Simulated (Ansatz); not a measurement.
# Structural relaxation of random alloy of the diamond Si-Ge line, x = 0.375 (64 atoms), part 2 of 3

Wanted: the relaxed structure of random alloy of the diamond Si-Ge line, x = 0.375 (64 atoms) and its electronic structure.

Ansatz 0.2.0; Kohn-Sham DFT, PBE, PAW (set soft_2), plane waves.

The cell: 24 Ge and 40 Si. The host structure and its lattice constant were typed by rule, without a check against the phase diagram. Only the Γ point is sampled in the main run, in a cell whose shortest periodic width is 11 Å.

So far. Step 3 (Cell and atoms relaxed): The relaxation changed the energy by -14.8 meV/atom, and atoms moved by 0.054 Å r.m.s., 0.089 Å at most.

## Step 5: Single point at the relaxed geometry

One more single point at the end of the walk gives the fuller output and checks the residual forces.

File input.yaml:

```yaml
crystal:
  lattice:
    - [11.15451, -0.00063, -7.0e-05]
    - [-0.00063, 11.15458, 0.00181]
    - [-7.0e-05, 0.00181, 11.15438]
  atoms:
    - { symbol: Ge, position: [0.99793, 0.00313, 0.00199] }
    - { symbol: Si, position: [0.12729, 0.12407, 0.12683] }
    - { symbol: Ge, position: [0.00061, 0.24581, 0.2524] }
    - { symbol: Ge, position: [0.12835, 0.37664, 0.37739] }
    [... 54 atom lines left out ...]
    - { symbol: Ge, position: [0.49866, 0.75096, 0.75211] }
    - { symbol: Si, position: [0.62557, 0.88001, 0.87418] }
    - { symbol: Si, position: [0.75311, 0.49999, 0.74877] }
    - { symbol: Si, position: [0.87254, 0.62451, 0.87323] }
    - { symbol: Si, position: [0.75, 0.75424, 0.49965] }
    - { symbol: Si, position: [0.87186, 0.87909, 0.62244] }
kpoints:
  mp_grid: { grid: [1, 1, 1] }
hamiltonian:
  xc: pbe
scf:
  occupations: { method: fermi_dirac, width: 0.025 }
output:
  forces: true
  stress: true
  populations: true
  dos:
    method: { smearing: { sigma: 0.08 } }
    de: 0.05
    projected: { site_lists: { Ge: [Ge], Si: [Si] } }
  eigenvalues: true
  write_density: true
  write_potential: true
  volumetric_format: npy
```

On the command line:

```console
> ansatz run input.yaml --threads 4 --pin off --max-ram 8192MiB --backend cpu --events-out ev --progress --plain --runs-dir out
```

Output:

```text
[...]
Crystal: 64 atoms, lattice volume = 1387.871 Å³
Basis set: ecut = 420 eV, 27201 PW (Γ), exchange–correlation on 150×150×150 points (8 copies of the dense FFT grid, shifted against one another)
Bands: 312, of which v1, the nominal top of the filled ones, is band 248 counted from 1 (247 counted from 0)
Symmetry: 1 space group operations
[...]
k-points: 1
[...]
SCF iter   1: F=—  HF=-128503.705109 eV  |F-HF|=—  |Δ(HF+E_count)|=         —  Δρ=1.95e-3  dr2=9.33e-2  ethr=1.77e-3  ⟨swp⟩=6.0  Hψ=1200  notcnv=0  defer=24
[...]
SCF iter   8: F=-128503.679247 eV  HF=-128503.679247 eV  |F-HF|=3.75e-8  |Δ(HF+E_count)|=   1.31e-8  Δρ=1.27e-6  dr2=2.02e-8  ethr=2.02e-11  ⟨swp⟩=20.0  Hψ=2993  notcnv=0
SCF 1 converged in 8 iterations: F = -128503.679247 eV  dr2 = 2.02e-8
[...]
SCF converged after 8 iterations
Free energy (F): -128503.679247 eV
[...]
Internal energy: -128503.679155 eV  (E = F + TS)
E sigma→0 (E₀):  -128503.679201 eV
Entropy (-TS):   -0.000092 eV (-0.001 meV/atom)
Fermi energy:    7.114794 eV
[...]
--- Forces (eV/Å), atoms counted from 1 ---
  atom   1  Ge     0.00273043     0.00869308    -0.00059270
  atom   2  Si     0.00767505     0.00004243    -0.00109123
  atom   3  Ge     0.00003736     0.00357326    -0.00126882
  atom   4  Ge    -0.00016723    -0.00275943     0.00338389
  atom   5  Si    -0.00458549    -0.00416787    -0.00364598
  atom   6  Si     0.00204297    -0.00179871    -0.00470182
  atom   7  Ge    -0.00240906     0.00303137    -0.00240864
  atom   8  Si    -0.00077241    -0.00310540    -0.00112628
  atom   9  Si     0.00347280    -0.00318886    -0.00050665
  atom  10  Si    -0.00017800     0.00192984     0.00148956
  atom  11  Si    -0.00062714    -0.00012881    -0.00080195
  atom  12  Si    -0.00299982    -0.00145560    -0.00001839
  atom  13  Ge    -0.00323283     0.01018626     0.00004254
  atom  14  Si    -0.00090552    -0.00574816     0.00322068
[...]
atom  63  Si     0.00090698    -0.00415303     0.00427297
  atom  64  Si    -0.00364666     0.00343634    -0.00808737
  max |Σ_I F_I| component: 5.19e-6 eV/Å
--- Stress (GPa, compression-positive) ---
        0.007518      -0.007730       0.010729
       -0.007730       0.004817      -0.012868
        0.010729      -0.012868       0.011475
  P = ⅓ Tr σ = 0.0079 GPa (0.079 kbar)
--- Band table (eV) ---
[...]
--- Löwdin populations: 64 sites ---
  site symbol       q [e]
     0     Ge     14.0353
     1     Si      3.9145
     2     Ge     14.0143
[...]
63     Si      3.9512
  spilling = 0.003856 (of n_electrons = 496.000000)
```

The job ended after 14 s (4 threads of Arm Neoverse V2, shared host; peak memory 1.5 GiB; 55 s of CPU time).

Read from the output:

```
free energy                                      : -128503.6792 eV
free energy per atom                             : -2007.8700 eV/atom
SCF cycles                                       : 8
pressure                                         : 0.007936 GPa
r.m.s. force component                           : 0.00425 eV/Å
longest force                                    : 0.01624 eV/Å
Fermi energy                                     : 7.115 eV
gap (highest filled to lowest empty level) : 0.4929 eV
spilling of the projection                       : 0.003856
```

Löwdin charges by element and coordination (they lack the spilled electrons, 0.030 e an atom on average):

```
element  coordination  atoms  mean charge (e)  spread    least    most
     Ge           all     24          -0.0275  0.0188  -0.0571  0.0264
     Si           all     40           0.0643  0.0187   0.0292   0.116
```

Charge against the make-up of the first shell:

```
Ge neighbours of Ge  atoms  mean charge (e)
                  0      3           -0.053
                  1     14           -0.034
                  2      4           -0.016
                  3      2            0.006
                  4      1            0.026
```

Density of states as counts of states in windows of 1 eV (from the Fermi level), total and the larger projections:

```
from (eV)  to (eV)  total  Si p  Ge p  Si s  Ge s
      -18      -13    0.0   0.0   0.0   0.0   0.0
      -13      -12    2.0   0.0   0.0   1.1   0.9
      -12      -11   12.0   1.9   1.2   4.6   4.3
      -11      -10   31.3   5.3   3.0  13.1   9.7
      -10       -9    0.7   0.1   0.1   0.4   0.1
       -9       -8   35.3   8.3   4.5  13.5   8.8
       -8       -7    8.7   3.5   2.2   2.1   0.7
       -7       -6   14.4   4.9   2.3   3.9   3.2
       -6       -5    9.6   3.1   2.0   3.8   0.7
       -5       -4   31.0  18.1   6.9   3.7   2.1
       -4       -3   40.8  22.6  16.2   1.3   0.5
       -3       -2   23.8  15.3   8.3   0.0   0.0
       -2       -1   40.4  23.5  16.5   0.0   0.0
       -1        0    6.0   3.1   2.6   0.0   0.0
        0        1   31.4  11.4   5.7   6.9   4.6
        1        2   16.8   6.8   2.9   3.2   2.3
        2        3   28.1  10.5   6.7   3.8   1.6
        3        4   22.6   9.9   5.7   0.4   0.3
```

Between -25 and -18 eV lie 240 more states.

The levels nearest the highest filled one (over half full), pooled over k-points and spins:

```
level less the highest filled one (eV)  occupation
                                 -1.15           2
                                 -1.11           2
                                 -1.08           2
                               -0.0083           2
                               -0.0043           2
                                     0           2
                                 0.493           0
                                 0.608           0
                                 0.672           0
                                 0.707           0
                                 0.751           0
                                 0.813           0
```

Valence density in the ac plane at fractional y = 0.001, with atoms of Ge and Si within 0.2 Å of it. It is the smooth field of the valence electrons, not physical close to the nuclei.

Values in e/Å³, 13 rows by 16 columns, each cell a mean:
```
 5  0  0  0  0  0  0  0  0  0  0  0  0  0  0  3
 0  0  0  0  0  0  0  0  0  0  0  0  0  0  0  0
 0  0  0  2  5  0  0  0  0  0  0  0  0  0  0  0
 0  0  0  6 14  1  0  0  0  0  0  0  0  0  0  0
 0  0  0  0  0  0  0  0  0  0  0  0  0  0  0  0
 0  0  0  0  0  0  0  1  2  0  0  0  0  0  0  0
 0  0  0  0  0  0  0  8 18  1  0  0  0  0  0  0
 0  0  0  0  0  0  0  0  1  0  0  0  0  0  0  0
 0  0  0  0  0  0  0  0  0  0  0  0  0  0  0  0
 0  0  0  0  0  0  0  0  0  0  0  0  0  0  0  0
 0  0  0  0  0  0  0  0  0  0  0  0  0  0  0  0
 0  0  0  0  0  0  0  0  0  0  0  0  0  0  0  0
13  0  0  0  0  0  0  0  0  0  0  0  0  0  0  7
```
Columns run along a (11.2 Å), rows up along c (11.2 Å). Atoms in or near the plane, at fractional coordinates: Ge at (0.00, 0.00), Si at (0.25, 0.25), Si at (0.00, 0.50), Ge at (0.25, 0.75), Si at (0.50, 0.00), Si at (0.75, 0.25), Ge at (0.50, 0.50), Si at (0.75, 0.75).

Electrostatic potential energy in the ac plane at fractional y = 0.001, with atoms of Ge and Si within 0.2 Å of it. With pseudopotentials it is smooth inside the atoms' cores, unlike the true potential.

Values in eV, 13 rows by 16 columns, each cell a mean:
```
-20   1   9  10  10   9   5 -21 -29   0   9  10  10   9   4 -17
  7   8   8   8   7   8   8   7   6   7   8   7   7   8   8   7
 10   9   5 -14 -20   0   9  10  10   9   5 -19 -26   1   9  10
 10   9   3 -23 -30  -4   9  10  10   9   3 -30 -37  -3   9  10
  9   8   8   3   1   7   8   9   9   8   7   4   3   7   8   9
-15   3   9  10  10   9   6  -8 -12   3   9  10  10   9   6 -10
-42  -5   9  10  10  10   2 -26 -32  -6   9  10  10   9   3 -35
 -4   5   8   9   9   9   7  -2  -5   5   9   9   9   8   7  -1
  9   8   7  -2  -5   5   9   9   9   9   7  -2  -5   5   8   9
 10   9   3 -35 -42  -5   9  10  10  10   3 -34 -42  -5   9  10
 10   9   6  -9 -14   4   8  10  10   9   6  -9 -14   4   9  10
  2   7   8   9   9   8   7   5   4   7   8   9   9   8   7   3
-28  -3   9  10  10   9   4 -27 -35  -3   9  10  10   9   2 -24
```
Columns run along a (11.2 Å; values clipped at the 3rd and 97th percentile), rows up along c (11.2 Å). Atoms in or near the plane, at fractional coordinates: Ge at (0.00, 0.00), Si at (0.25, 0.25), Si at (0.00, 0.50), Ge at (0.25, 0.75), Si at (0.50, 0.00), Si at (0.75, 0.25), Ge at (0.50, 0.50), Si at (0.75, 0.75).

Mean Löwdin charges: Ge -0.03, Si +0.06 e (they miss 0.39 % of the electrons, so they add up to more than the cell's charge). Charges this small depend on the projection, at times even in sign. The charge on Ge changes by +0.020 e for each Ge neighbour that takes the place of another kind, on average.

A closer look about Ge28, whose charge lies farthest from its element's mean: 10 atoms, nearest first, numbered in the order of the input, with positions taken from that point.

```
atom      x      y      z  distance (Å)  bonds  Löwdin charge (e)
Ge28   0.00   0.00   0.00          0.00      4               0.03
 Ge1  -1.41   1.43   1.42          2.46      4              -0.04
Ge27  -1.45  -1.39  -1.42          2.46      4              -0.02
Ge23   1.42  -1.44   1.41          2.46      4              -0.02
Ge13   1.42   1.43  -1.42          2.47      4              -0.03
Si46  -2.77   2.80  -0.06          3.94      4               0.07
 Si2   0.03   2.78   2.81          3.95      4               0.09
Si62  -2.81  -2.79  -0.02          3.96      4               0.09
Si32   2.80   0.01  -2.80          3.96      4               0.12
Si56  -2.80   0.03   2.81          3.97      4               0.09
```

## Step 6: K-mesh 2×2×2

A denser mesh tests the sampling of the Brillouin zone.

input.yaml, as its differences from that of step 5:

```diff
@@ -8,3 +8,3 @@
 kpoints:
-  mp_grid: { grid: [1, 1, 1] }
+  mp_grid: { grid: [2, 2, 2] }
 hamiltonian:
@@ -22,4 +22 @@
   eigenvalues: true
-  write_density: true
-  write_potential: true
-  volumetric_format: npy
```

Output:

```text
[...]
Crystal: 64 atoms, lattice volume = 1387.871 Å³
Basis set: ecut = 420 eV, 27201 PW (Γ), exchange–correlation on 150×150×150 points (8 copies of the dense FFT grid, shifted against one another)
Bands: 312, of which v1, the nominal top of the filled ones, is band 248 counted from 1 (247 counted from 0)
Symmetry: 1 space group operations
[...]
k-points: 8
[...]
SCF iter   1: F=—  HF=-128510.785083 eV  |F-HF|=—  |Δ(HF+E_count)|=         —  Δρ=1.32e-3  dr2=5.42e-2  ethr=1.77e-3  ⟨swp⟩=6.1  Hψ=9846  notcnv=0  defer=53
[...]
SCF iter   7: F=—  HF=-128510.771572 eV  |F-HF|=—  |Δ(HF+E_count)|=   2.11e-6  Δρ=4.73e-6  dr2=2.97e-7  ethr=5.62e-10  ⟨swp⟩=2.0  Hψ=4038  notcnv=0  defer=330
SCF iter   8: F=-128510.771573 eV  HF=-128510.771572 eV  |F-HF|=2.42e-8  |Δ(HF+E_count)|=   7.00e-8  Δρ=1.43e-6  dr2=2.89e-8  ethr=2.02e-11  ⟨swp⟩=11.0  Hψ=12618  notcnv=0
SCF 1 converged in 8 iterations: F = -128510.771573 eV  dr2 = 2.89e-8
[...]
SCF converged after 8 iterations
Free energy (F): -128510.771573 eV
[...]
Internal energy: -128510.771562 eV  (E = F + TS)
E sigma→0 (E₀):  -128510.771567 eV
Entropy (-TS):   -0.000010 eV (-0.000 meV/atom)
Fermi energy:    7.072931 eV
[...]
Σ components = -128510.771573   (vs F -128510.771573, Δ=0.00e0)
--- Forces (eV/Å), atoms counted from 1 ---
  atom   1  Ge     0.00402946     0.02445294     0.01200649
  atom   2  Si     0.02817433     0.00352293    -0.01431569
  atom   3  Ge     0.01452660    -0.00432801    -0.01792016
  atom   4  Ge     0.00328873     0.00183875     0.01899123
[...]
atom  64  Si    -0.00036695     0.00149899    -0.03100226
  max |Σ_I F_I| component: 3.25e-6 eV/Å
--- Stress (GPa, compression-positive) ---
       -0.435132      -0.004233       0.006893
       -0.004233      -0.430884      -0.014393
        0.006893      -0.014393      -0.430575
  P = ⅓ Tr σ = -0.4322 GPa (-4.322 kbar)
--- Band table (eV; the first three rows and the last of 8) ---
[...]
--- Löwdin populations: 64 sites ---
  site symbol       q [e]
     0     Ge     14.0313
     1     Si      3.9155
     2     Ge     14.0111
[...]
63     Si      3.9506
  spilling = 0.003909 (of n_electrons = 496.000000)
```

The job ended after 2.2 min (4 threads; peak memory 5.8 GiB).

The program notes that it cut back its work space to fit the memory limit.

Geometry and reference: those of the single point at the relaxed geometry.

Forces differ from those of the single point at the relaxed geometry by 12 meV/Å r.m.s.; the energy by -111 meV/atom, the pressure by -0.44 GPa and the gap by +0.011 eV. It took roughly 9.0 times the reference's time (one timing each, with unlike analyses asked), in 8 cycles against 8.

[end of part 2 of 3]

[Long decimals in the printed logs are rounded to 6 places.]

[Logs are printed without paths, hosts, clocks, repeated set-up lines and the standing remarks that a program may print on its own settings, such as how far it seeks lower states.]

[Hosts, paths, dates, database ids (printed as entryN), source tags and the programs' standing remarks are cut or masked in the printed files.]

[A walk said to have stopped at its limit may instead have ended on an SCF cycle that didn't converge.]
